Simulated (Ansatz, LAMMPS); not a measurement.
## Li+ FSI- in tetrahydrofuran and dimethoxyethane and dimethyl sulfoxide at 430 K (193 atoms): a single point

Wanted: forces, charges and levels of Li+ FSI- in tetrahydrofuran and dimethoxyethane and dimethyl sulfoxide at 430 K (193 atoms).

Program: Ansatz 0.2.0. Level of theory: Kohn-Sham DFT, PBE+D3(BJ), PAW (set soft_2), plane waves. Results are calculated unless marked as measured.

## Step 1: The structure

The cell holds 193 atoms: 36 C, 35 O, 88 H, 14 S, 5 N, 10 F and 5 Li. Cell: a = 13.644 Å, b = 13.644 Å, c = 13.644 Å, α = 90.0°, β = 90.0°, γ = 90.0°. 3 tetrahydrofuran, 4 dimethoxyethane, 4 dimethyl sulfoxide, 5 Li+, 5 FSI- placed at random, at 1.19 g/cm³; overlaps pushed apart, then 10 ps at 550 K with Joung-Cheatham ions (J. Phys. Chem. B 112, 9020 (2008)); MMFF94 bonds, angles, torsions, charges and radii (Halgren, J. Comput. Chem. 17, 490 (1996)) in harmonic and 12-6 forms; charges of ions scaled by 0.8. Snapshot after 30 ps at 430 K and fixed volume.

Limits known from the start: The network of contacts between molecules at the start is that of the classical potential that made the cell, and needn't be the one that DFT or experiment would give. The density was typed from a rule of thumb and may lie off the real one at this temperature. Only the Γ point is sampled, in a cell whose shortest periodic width is 14 Å.

## Step 2: Making the structure

A classical potential makes the cell, at a small fraction of what the same run would cost in DFT.

This step: classical MD, Joung-Cheatham ions (J. Phys. Chem. B 112, 9020 (2008)); MMFF94 bonds, angles, torsions, charges and radii (Halgren, J. Comput. Chem. 17, 490 (1996)) in harmonic and 12-6 forms; charges of ions scaled by 0.8 (LAMMPS 22 Jul 2025 - Update 4).

Contents of in.lmp:

```
# Li+ FSI- in tetrahydrofuran and dimethoxyethane and dimethyl sulfoxide
units real
atom_style full
boundary p p p
bond_style harmonic
angle_style harmonic
dihedral_style opls
improper_style harmonic
special_bonds lj 0 0 0.5 coul 0 0 0.75
read_data data.lmp
neigh_modify delay 0 every 1 check yes one 4000
comm_modify cutoff 12.0
timestep 0.5
thermo_style custom step time temp pe press density
thermo_modify norm yes
# push overlapping molecules apart
pair_style soft 2.6
pair_coeff * * 0.0
variable a equal ramp(1,60)
fix ad all adapt 1 pair soft a * * v_a
velocity all create 550 768022 mom yes dist gaussian
fix lim all nve/limit 0.03
fix lan all langevin 550 550 50 768023 zero yes
thermo 1000
run 3000 post no
unfix ad
pair_style lj/cut/coul/long 9.0
pair_modify mix arithmetic tail yes
pair_coeff 1 1 0.0678 3.3680   # C
pair_coeff 2 2 0.0763 3.0430   # O
pair_coeff 3 3 0.0216 2.5400   # H
pair_coeff 4 4 0.2681 3.6400   # S
pair_coeff 5 5 0.0763 2.9870   # O
pair_coeff 6 6 0.0721 3.5530   # N
# [... 22 lines left out ...]
compute msd all msd com yes
thermo 7500
fix md all nvt temp 430 430 100
run 30000 post no
print "== T430: mean square displacement over the hold $(c_msd[4]:%.2f) A^2"
unfix md
uncompute msd
write_dump all custom T430.dump id type xs ys zs modify sort id
```

Launch:

```console
lmp -in in.lmp -log none -nocite
```

Numbers of over 12 decimals in the logs are rounded to 6 here.

The program printed:

```text
LAMMPS (22 Jul 2025 - Update 4)
Reading data file ...
  orthogonal box = (0 0 0) to (13.64355 13.64355 13.64355)
  193 atoms
  orthogonal box = (0 0 0) to (13.64355 13.64355 13.64355)
  175 bonds
  304 angles
  261 dihedrals
   Step          Time           Temp          PotEng         Press         Density
         0   0              550            0.61257805    -1388.2425      1.1929996
      1000   500            532.99147      1.8959321      13397.661      1.1929996
      2000   1000           513.12114      1.9249593      6445.0943      1.1929996
      3000   1500           479.21199      1.8851962      2899.655       1.1929996
[... 29 lines left out ...]
Loop time of 5.65915 s on 1 MPI rank(s) for 10000 steps with 193 atoms
   Step          Time           Temp          PotEng         Press         Density
[... 4 lines left out ...]
Loop time of 2.77812 s on 1 MPI rank(s) for 5000 steps with 193 atoms
   Step          Time           Temp          PotEng         Press         Density
[... 2 lines left out ...]
     30000   29000          418.06588     -2.7517671      2275.3979      1.1929996
     37500   36500          411.0725      -2.5831053      395.77786      1.1929996
     45000   44000          458.6778      -2.7427956     -636.74513      1.1929996
     47000   46000          456.80625     -2.8376741     -1616.0636      1.1929996
Loop time of 16.7969 s on 1 MPI rank(s) for 30000 steps with 193 atoms
== T430: mean square displacement over the hold 20.32 A^2
```

Run time: 27 s. Hardware: 1 thread of Arm Neoverse V2, shared host; peak memory 0.13 GiB.

The input also reads data.lmp (atoms, bonds and types; not printed here).

## Step 3: Plane-wave single point

The electrons are solved once, with the atoms held.

Contents of input.yaml:

```yaml
crystal:
  lattice:
    - [13.64355, 0.0, 0.0]
    - [0.0, 13.64355, 0.0]
    - [0.0, 0.0, 13.64355]
  atoms:
    - { symbol: C, position: [0.16713, 0.67162, 0.6852] }
    - { symbol: O, position: [0.1013, 0.75314, 0.662] }
    - { symbol: C, position: [0.13149, 0.84116, 0.70437] }
    - { symbol: C, position: [0.08617, 0.91823, 0.64127] }
    - { symbol: O, position: [0.98342, 0.8857, 0.62524] }
    - { symbol: C, position: [0.91302, 0.91639, 0.70156] }
    - { symbol: H, position: [0.24305, 0.6959, 0.65826] }
    - { symbol: H, position: [0.13366, 0.60492, 0.66456] }
    - { symbol: H, position: [0.17344, 0.67862, 0.76437] }
    - { symbol: H, position: [0.1047, 0.83856, 0.77515] }
    - { symbol: H, position: [0.20802, 0.85455, 0.70495] }
    - { symbol: H, position: [0.12466, 0.91875, 0.57264] }
    - { symbol: H, position: [0.08713, 0.9893, 0.67583] }
    - { symbol: H, position: [0.93344, 0.89102, 0.7749] }
    - { symbol: H, position: [0.90047, 0.99235, 0.69146] }
    - { symbol: H, position: [0.84582, 0.87724, 0.67878] }
    - { symbol: C, position: [0.78985, 0.80082, 0.42137] }
    - { symbol: O, position: [0.88533, 0.76076, 0.41818] }
    - { symbol: C, position: [0.94347, 0.80158, 0.33529] }
    - { symbol: C, position: [0.035, 0.74036, 0.33489] }
    - { symbol: O, position: [0.07058, 0.73546, 0.43505] }
    - { symbol: C, position: [0.17414, 0.72686, 0.43039] }
    - { symbol: H, position: [0.75521, 0.77411, 0.3571] }
    - { symbol: H, position: [0.79926, 0.87854, 0.41729] }
    - { symbol: H, position: [0.74501, 0.78057, 0.48878] }
    - { symbol: H, position: [0.90186, 0.79068, 0.26506] }
    - { symbol: H, position: [0.96149, 0.87971, 0.34348] }
    - { symbol: H, position: [0.09473, 0.78267, 0.29539] }
    - { symbol: H, position: [0.02332, 0.67113, 0.31147] }
    - { symbol: H, position: [0.20616, 0.79778, 0.41796] }
    - { symbol: H, position: [0.19116, 0.69139, 0.49568] }
    - { symbol: H, position: [0.19024, 0.68526, 0.36874] }
    [... 155 atom lines left out ...]
    - { symbol: F, position: [0.40256, 0.67639, 0.18938] }
    - { symbol: Li, position: [0.64373, 0.57242, 0.99091] }
    - { symbol: Li, position: [0.36016, 0.8781, 0.0965] }
    - { symbol: Li, position: [0.99068, 0.74819, 0.55289] }
    - { symbol: Li, position: [0.52812, 0.64759, 0.58554] }
    - { symbol: Li, position: [0.43087, 0.42904, 0.32426] }
kpoints:
  mp_grid: { grid: [1, 1, 1] }
hamiltonian:
  xc: pbe
  dispersion: d3bj
scf:
  occupations: { method: fixed }
output:
  forces: true
  stress: true
  populations: true
  dos:
    method: { smearing: { sigma: 0.08 } }
    de: 0.1
    projected: { site_lists: { C: [C], F: [F], H: [H], Li: [Li], "N": ["N"] } }
  eigenvalues: true
  write_density: true
  write_potential: true
  volumetric_format: npy
```

Launch:

```console
ansatz run input.yaml --threads 8 --pin off --max-ram 15872MiB --backend cpu --events-out ev --progress --plain --runs-dir out
```

The program printed:

```text
Engine: ansatz 0.2.0, aarch64-unknown-linux-gnu
Pseudopotentials: kind: paw
Pseudopotential: C, paw, valence charge 4, recommended cutoff 420 eV (normal), C.paw.azcp
Pseudopotential: O, paw, valence charge 6, recommended cutoff 420 eV (normal), O.paw.azcp
Pseudopotential: H, paw, valence charge 1, recommended cutoff 420 eV (normal), H.paw.azcp
Pseudopotential: S, paw, valence charge 6, recommended cutoff 420 eV (normal), S.paw.azcp
Pseudopotential: N, paw, valence charge 5, recommended cutoff 420 eV (normal), N.paw.azcp
Pseudopotential: F, paw, valence charge 7, recommended cutoff 420 eV (normal), F.paw.azcp
Pseudopotential: Li, paw, valence charge 3, recommended cutoff 420 eV (normal), Li.paw.azcp
[... 5 lines on functional and potentials left out ...]
Crystal: 193 atoms, lattice volume = 2539.698 Å³
Basis set: ecut = 420 eV, 49509 PW (Γ), exchange–correlation on 192×192×192 points (8 copies of the dense FFT grid, shifted against one another)
Bands: 511, of which v1, the nominal top of the filled ones, is band 318 counted from 1 (317 counted from 0)
Symmetry: 1 space group operations
Space group: P1 (ITA 1), of the structure as read, at distance tolerance 1.4e-4 Å
k-points: 1
[... 15 lines on functional and potentials left out ...]
Initial density: superposition of atomic densities (neutral atoms: chi_scale 0, normalization atom), corrected by the library's trained network
Initial wavefunctions: pseudopotential atomic-orbital guess
Functional: x = pbe(κ = 0.804, μ = 0.219515), c = pbe(β = 0.066725)
SCF iter   1: F=—  HF=-53937.932900 eV  |F-HF|=—  |Δ(HF+E_count)|=         —  Δρ=6.51e-3  dr2=2.33e0  ethr=1.77e-3  ⟨swp⟩=5.0  Hψ=1965  notcnv=0  defer=190
preconditioner: auto → Resta (q_TF=auto, 2.166 Å⁻¹)  ε∞=2.4  [insulator: Δε(μ)=4.243 eV  Ē_g=15.515 eV  n_scr=460 (ndim 8)  ℏωp=18.1 eV  f_vac=0.331  ε∞_Penn≈2.4]
SCF iter   2: F=—  HF=-53937.195256 eV  |F-HF|=—  |Δ(HF+E_count)|=   7.38e-1  Δρ=3.59e-3  dr2=5.55e-1  ethr=3.67e-4  ⟨swp⟩=2.0  Hψ=648  notcnv=0  defer=191
SCF iter   3: F=—  HF=-53937.062034 eV  |F-HF|=—  |Δ(HF+E_count)|=   1.33e-1  Δρ=2.10e-3  dr2=1.96e-1  ethr=8.72e-5  ⟨swp⟩=3.0  Hψ=618  notcnv=0  defer=191
SCF iter   4: F=—  HF=-53937.001835 eV  |F-HF|=—  |Δ(HF+E_count)|=   6.02e-2  Δρ=8.66e-4  dr2=2.81e-2  ethr=3.08e-5  ⟨swp⟩=3.0  Hψ=883  notcnv=0  defer=191
SCF iter   5: F=—  HF=-53936.994730 eV  |F-HF|=—  |Δ(HF+E_count)|=   7.10e-3  Δρ=4.63e-4  dr2=5.40e-3  ethr=4.41e-6  ⟨swp⟩=3.0  Hψ=618  notcnv=0  defer=191
SCF iter   6: F=—  HF=-53936.993822 eV  |F-HF|=—  |Δ(HF+E_count)|=   9.08e-4  Δρ=1.82e-4  dr2=8.11e-4  ethr=8.49e-7  ⟨swp⟩=2.0  Hψ=623  notcnv=0  defer=191
SCF iter   7: F=—  HF=-53936.993809 eV  |F-HF|=—  |Δ(HF+E_count)|=   1.33e-5  Δρ=6.98e-5  dr2=1.31e-4  ethr=1.28e-7  ⟨swp⟩=2.0  Hψ=622  notcnv=0  defer=190
SCF iter   8: F=—  HF=-53936.993793 eV  |F-HF|=—  |Δ(HF+E_count)|=   1.55e-5  Δρ=3.06e-5  dr2=2.43e-5  ethr=2.06e-8  ⟨swp⟩=2.0  Hψ=622  notcnv=0  defer=190
SCF iter   9: F=—  HF=-53936.994978 eV  |F-HF|=—  |Δ(HF+E_count)|=   1.19e-3  Δρ=9.85e-6  dr2=2.92e-6  ethr=3.82e-9  ⟨swp⟩=2.0  Hψ=829  notcnv=0  defer=190
SCF iter  10: F=—  HF=-53936.994979 eV  |F-HF|=—  |Δ(HF+E_count)|=   3.27e-7  Δρ=4.08e-6  dr2=4.78e-7  ethr=4.60e-10  ⟨swp⟩=2.0  Hψ=599  notcnv=0  defer=190
SCF iter  11: F=—  HF=-53936.994979 eV  |F-HF|=—  |Δ(HF+E_count)|=   3.07e-8  Δρ=2.15e-6  dr2=1.11e-7  ethr=1.57e-11  ⟨swp⟩=22.0  Hψ=5015  notcnv=0
SCF iter  12: F=-53936.994979 eV  HF=-53936.994979 eV  |F-HF|=3.47e-9  |Δ(HF+E_count)|=   1.04e-8  Δρ=7.95e-7  dr2=1.51e-8  ethr=1.57e-11  ⟨swp⟩=9.0  Hψ=2546  notcnv=0
SCF 1 converged in 12 iterations: F = -53936.994979 eV  dr2 = 1.51e-8
  greatest PAW one-centre occupation: 1.000 electrons in one spin orbital (limit 2), on the Li atom at site 189 (counted from 0), in its partial waves of l = 0
WARN: The input density's exchange-correlation potential varies sharply where the density is thin. Do not read a vacuum level from v_tot or v_xc, or from such a field of the output density. On a cell that repeats whose density bears no net charge and no dipole along the vacuum's axis use v_es (v_loc + v_h of the components); [...]
SCF converged after 12 iterations
Free energy (F): -53936.994979 eV
Harris-Foulkes:  -53936.994979 eV  (|F-HF|=3.47e-9)
Internal energy: -53936.994979 eV  (E = F + TS)
E sigma→0 (E₀):  -53936.994979 eV
Fermi energy:    -0.018267 eV
--- Per-component energies (eV) ---
  E_band       = -5961.273559
  E_kinetic    = 15135.437620
  E_local      = -67282.986995  (includes V_loc(G=0)·N_el)
  E_nonlocal   = 3986.448658
  E_hartree    = 26920.274177
  E_xc         = -7626.532827
  E_vxc        = -9170.867733  (∫ρ·V_xc dr)
  E_paw        = -20326.475584  (= ΣΔE_a)
  E_vpaw       = -2469.838425  (= ΣTr[D̂ρ^β])
  E_aug_tail   = -0.015627  (compensation charges beyond the density's cutoff)
  E_ewald      = -4732.739361
  E_disp       = -10.405040  (pairwise vdW)
  E_smearing   = -0.000000  (= −TS)
  E_closure    = 0.000000  (closes the sum)
  Σ components = -53936.994979   (vs F -53936.994979, Δ=0.00e0)
--- Forces (eV/Å), atoms counted from 1 ---
  atom   1  C      1.15230659     3.59308894     0.78958186
  atom   2  O      0.42044402    -2.21237222    -1.39157287
  atom   3  C     -0.41700459     0.25366214    -1.45733715
  atom   4  C     -2.05081785    -0.78994253     0.84632936
  atom   5  O      0.50370220     0.77136316    -0.09959505
  atom   6  C      0.29592651    -1.88343662    -1.47422314
  atom   7  H     -1.07083484    -1.22525965    -0.08380621
  atom   8  H     -0.15782165    -1.07214839    -0.68162639
  atom   9  H      0.14404153    -0.76440680     0.60431485
  atom  10  H     -0.80961880     0.48781129     2.60090401
  atom  11  H      1.62663103    -0.21894739    -0.06953463
  atom  12  H      0.01378540     0.14912541    -0.88412865
  atom  13  H      0.02078259     0.71345542     0.15049260
  atom  14  H      0.22248434     0.27776985     0.07049336
[...]
atom 192  Li     0.08203082     0.04067072    -0.11444777
  atom 193  Li     0.18584837    -0.02799046     0.76118123
  max |Σ_I F_I| component: 6.76e-5 eV/Å
--- Stress (GPa, compression-positive) ---
        1.058785      -0.293710       0.210135
       -0.293710       2.511599      -0.108351
        0.210135      -0.108351       1.559685
  P = ⅓ Tr σ = 1.7100 GPa (17.100 kbar)
--- Band table (eV) ---
  k-point 0: bands = ["-45.2342", "-44.8226", "-44.7071", "-44.0923", [... 495 levels ...], "9.8711", "9.8827", "9.9207", "9.9517", "9.9786", "9.9968", "10.0229", "10.0594", "10.0862", "10.1216", "10.1325", "10.1572"]
--- Löwdin populations: 193 sites ---
  site symbol       q [e]
     0      C      4.2304
     1      O      6.3656
     2      C      4.0922
[...]
192     Li      2.2447
  spilling = 0.017195 (of n_electrons = 636.000000)
```

The job ended after 32 s (8 threads of Arm Neoverse V2, shared host; peak memory 3.7 GiB).

The column dr2 measures how far the density is from self-consistency, as an energy; F and HF (Harris–Foulkes) agree once it is small.

The program notes that the exchange-correlation potential is rough where the density is thin.

The run gave:

| Item | Value |
| --- | --- |
| free energy | -53936.9950 eV |
| free energy per atom | -279.4663 eV/atom |
| SCF cycles | 12 |
| pressure | 1.71 GPa |
| r.m.s. force component | 1.167 eV/Å |
| longest force | 6.923 eV/Å |
| Fermi energy | -0.01827 eV |
| gap (highest filled to lowest empty level) | 2.79 eV |
| spilling of the projection | 0.01719 |

Neighbours are counted within 1.34 Å (H-C), 1.85 Å (C-C), 1.73 Å (C-O), 2.21 Å (C-S), 1.93 Å (O-S), 2.58 Å (O-Li), 1.98 Å (S-F), 2.02 Å (S-N).

Length of the force by element and coordination:

| element | coordination | atoms | mean length of the force (eV/Å) | spread | least | most |
| --- | --- | --- | --- | --- | --- | --- |
| C | all | 36 | 2.21 | 0.979 | 0.516 | 4.84 |
| F | all | 10 | 1.56 | 0.512 | 0.702 | 2.24 |
| H | all | 88 | 1.16 | 0.715 | 0.115 | 3.63 |
| Li | all | 5 | 0.445 | 0.297 | 0.147 | 0.816 |
| Li | 4 | 3 | 0.360 | 0.300 | 0.147 | 0.784 |
| Li | 5 | 2 | 0.572 | 0.244 | 0.328 | 0.816 |
| N | all | 5 | 1.75 | 0.798 | 0.703 | 2.99 |
| O | all | 35 | 1.62 | 0.539 | 0.751 | 2.78 |
| O | 1 | 9 | 1.52 | 0.562 | 0.820 | 2.43 |
| O | 2 | 19 | 1.69 | 0.501 | 0.821 | 2.78 |
| O | 3 | 7 | 1.55 | 0.579 | 0.751 | 2.65 |
| S | all | 14 | 4.05 | 1.58 | 1.42 | 6.92 |
| S | 3 | 4 | 2.44 | 0.798 | 1.42 | 3.33 |
| S | 4 | 10 | 4.70 | 1.34 | 2.49 | 6.92 |

Löwdin charges by element and coordination (they lack the spilled electrons, 0.057 e an atom on average):

| element | coordination | atoms | mean charge (e) | spread | least | most |
| --- | --- | --- | --- | --- | --- | --- |
| C | all | 36 | -0.254 | 0.194 | -0.623 | -0.053 |
| F | all | 10 | -0.402 | 0.0123 | -0.428 | -0.383 |
| H | all | 88 | 0.198 | 0.0228 | 0.148 | 0.242 |
| Li | all | 5 | 0.758 | 0.0142 | 0.732 | 0.773 |
| Li | 4 | 3 | 0.765 | 0.0074 | 0.755 | 0.773 |
| Li | 5 | 2 | 0.747 | 0.0152 | 0.732 | 0.762 |
| N | all | 5 | -0.822 | 0.0266 | -0.848 | -0.773 |
| O | all | 35 | -0.622 | 0.177 | -0.819 | -0.338 |
| O | 1 | 9 | -0.725 | 0.0181 | -0.761 | -0.701 |
| O | 2 | 19 | -0.665 | 0.167 | -0.819 | -0.338 |
| O | 3 | 7 | -0.374 | 0.0184 | -0.405 | -0.354 |
| S | all | 14 | 2.06 | 0.541 | 1.17 | 2.44 |
| S | 3 | 4 | 1.20 | 0.0314 | 1.17 | 1.25 |
| S | 4 | 10 | 2.40 | 0.0257 | 2.35 | 2.44 |

Density of states as counts of states in windows of 1 eV (from the Fermi level), total and the larger projections:

| from (eV) | to (eV) | total | C p | H s | F p | C s |
| --- | --- | --- | --- | --- | --- | --- |
| -14 | -13 | 16.3 | 0.6 | 2.6 | 0.5 | 5.5 |
| -13 | -12 | 16.9 | 0.6 | 3.7 | 0.4 | 6.3 |
| -12 | -11 | 9.7 | 1.1 | 2.5 | 0.6 | 3.1 |
| -11 | -10 | 25.8 | 3.0 | 3.6 | 4.8 | 3.3 |
| -10 | -9 | 20.4 | 3.7 | 3.2 | 3.4 | 3.6 |
| -9 | -8 | 19.5 | 0.9 | 0.5 | 2.5 | 0.3 |
| -8 | -7 | 51.4 | 16.4 | 6.0 | 5.6 | 0.5 |
| -7 | -6 | 64.0 | 19.9 | 8.1 | 11.6 | 0.4 |
| -6 | -5 | 64.7 | 17.8 | 9.2 | 14.6 | 0.4 |
| -5 | -4 | 66.3 | 19.3 | 11.4 | 4.1 | 0.2 |
| -4 | -3 | 58.8 | 14.0 | 5.9 | 3.8 | 0.2 |
| -3 | -2 | 52.4 | 9.3 | 4.3 | 2.1 | 0.3 |
| -2 | -1 | 27.8 | 2.3 | 2.9 | 0.2 | 0.1 |
| -1 | 0 | 11.3 | 1.2 | 1.7 | 0.0 | 0.1 |
| 0 | 1 | 0.5 | 0.1 | 0.1 | 0.0 | 0.0 |
| 1 | 2 | 0.0 | 0.0 | 0.0 | 0.0 | 0.0 |
| 2 | 3 | 2.5 | 0.0 | 0.0 | 0.1 | 0.0 |
| 3 | 4 | 16.7 | 0.7 | 1.3 | 0.6 | 0.7 |
| 4 | 5 | 38.3 | 4.2 | 5.5 | 0.9 | 2.4 |

The curve was stored every 0.10 eV, coarse against its broadening of 0.08 eV, so these counts are rough.

With fixed occupations the program's Fermi level is the highest filled level; weight inside the gap is the broadening of levels at its edges.

Between -26 and -14 eV lie 101 more states.

The stored curve holds about 607 of the 636 electrons; the rest, give or take the few that broadening carries across the Fermi level, lie in deeper levels below its range.

Not all projections were asked for or kept, so they needn't add up to the total.

The levels nearest the highest filled one (over half full), pooled over k-points and spins:

| level less the highest filled one (eV) | occupation |
| --- | --- |
| -0.960 | 2 |
| -0.861 | 2 |
| -0.825 | 2 |
| -0.569 | 2 |
| -0.479 | 2 |
| 0 | 2 |
| 2.79 | 0 |
| 3.07 | 0 |
| 3.28 | 0 |
| 3.66 | 0 |
| 3.79 | 0 |
| 3.83 | 0 |

Valence density in the bc plane at fractional x = 0.367, with atoms of C and H and N and F and S and O and Li within 0.2 Å of it. It is the smooth field of the valence electrons, not physical close to the nuclei.

Ten steps, logarithmic in the rise over the least value, from '0' (0.00 × 1e0 e/Å³) to '9' (9.37 × 1e0 e/Å³), each cell a mean:
```
34554210000001122222100012344334421112
34554210000000000000000013566556642101
23332100001110000000000012466555431001
01110000135652122321000012555321110000
00000000258985445653100001232100000000
00000000147865556653100000000000000000
10000000012334555431000000000000012332
31110000000246664321221000000000136776
43333210001367765434554210000000137887
43456420000246665555665210000000024555
22344310000012345445432100000000001223
31111100000001246664210000000000001244
21000000000001368874100000000000001244
10000000000000246753100001121000000111
11233210000000012211000013553100012222
34566410000000000000000013554200134554
55665310000001221000000001221001245445
44554210000125664200000011110012466654
22344200000147886310000145541013577532
00111100000135675431000257752012354310
00000000000013455542100124421001354100
11000000001112455542100000000001697311
32110000011111244432100000000111354123
33332100001111233333200000111111110123
```
Columns run along b (13.6 Å), rows up along c (13.6 Å). Atoms in or near the plane, at fractional coordinates: C at (0.74, 0.91), H at (0.11, 0.36), N at (0.36, 0.63), F at (0.29, 0.80), S at (0.46, 0.57), O at (0.94, 0.65), Li at (0.88, 0.10).

(Continued in part 2 of 2.)

[Logs are printed without paths, hosts, clocks, repeated set-up lines and the standing remarks that a program may print on its own settings, such as how far it seeks lower states.]

[Hosts, paths, dates, database ids (printed as entryN), source tags and the programs' standing remarks are cut or masked in the printed files.]

[The MMFF94 radii named for the starting cell were scaled by 0.96; in molecules described by MMFF94, hydrogen bound to N, O or S took a small fixed 12-6 site in their place.]
